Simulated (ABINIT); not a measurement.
An input for ABINIT 10.8.3 (LuBi2O4Cl (P4/mmm)):

```
acell 3*1.0 Angstrom
rprim 
  3.823200000000 0.000000000000 0.000000000000
  0.000000000000 3.823200000000 0.000000000000
  0.000000000000 0.000000000000 8.856000000000
ntypat 4
znucl 71 83 17 8
natom 8
typat 1 2 2 3 4 4 4 4
xred 
  0.000000000000 0.000000000000 0.000000000000
  0.500000000000 0.500000000000 0.719300000000
  0.500000000000 0.500000000000 0.280700000000
  0.000000000000 0.000000000000 0.500000000000
  0.500000000000 0.000000000000 0.848000000000
  0.000000000000 0.500000000000 0.848000000000
  0.500000000000 0.000000000000 0.152000000000
  0.000000000000 0.500000000000 0.152000000000
pp_dirpath "pseudos"
pseudos "Lu.upf, Bi.upf, Cl.upf, O.upf"
ecut 46
ngkpt 4 4 2
nshiftk 1
shiftk 0 0 0
kptopt 1
chksymbreak 0
istwfk *1
occopt 1
irdwfk 1
optdriver 4
nband 113
gwcalctyp 0
ecutsigx 46
symsigma 1
nkptgw 2
kptgw 
  0.5000000000 0.5000000000 0.0000000000
  0.0000000000 0.0000000000 0.0000000000
bdgw 
  42 45
  41 45
ecuteps 3.6
irdscr 1
ppmodel 1
indata_prefix "in"
outdata_prefix "out"
tmpdata_prefix "tmp"
```

```sh
OMP_NUM_THREADS=1 mpirun -n 8 abinit run.abi > log
```

Question: How long will it take on 8 MPI ranks of Arm Neoverse N1, shared host, and how much memory?

It took 28 s; on shared hardware allow 14 s to 55 s. Peak host memory was 4 GiB.

[Paths, hosts, dates, memory and timing lines, banners, echoed tables and standing remarks are left out of the program output.]

[Logs are printed without paths, hosts, clocks, repeated set-up lines and the standing remarks that a program may print on its own settings, such as how far it seeks lower states.]

[Runs of the session that timed out or met a known fault of the program may be left out.]

[Hosts, paths, dates, database ids (printed as entryN), source tags and the programs' standing remarks are cut or masked in the printed files.]

[G0W0 gaps are taken among the corrected bands and points alone; a level outside them can change the order at an edge.]

[Where Ansatz stands beside ABINIT at settings called matched, ABINIT's density can come from a denser mesh and the files from another edition; pairs whose starting gaps differed by over 0.03 eV were left out, so agreement reads better than it is.]
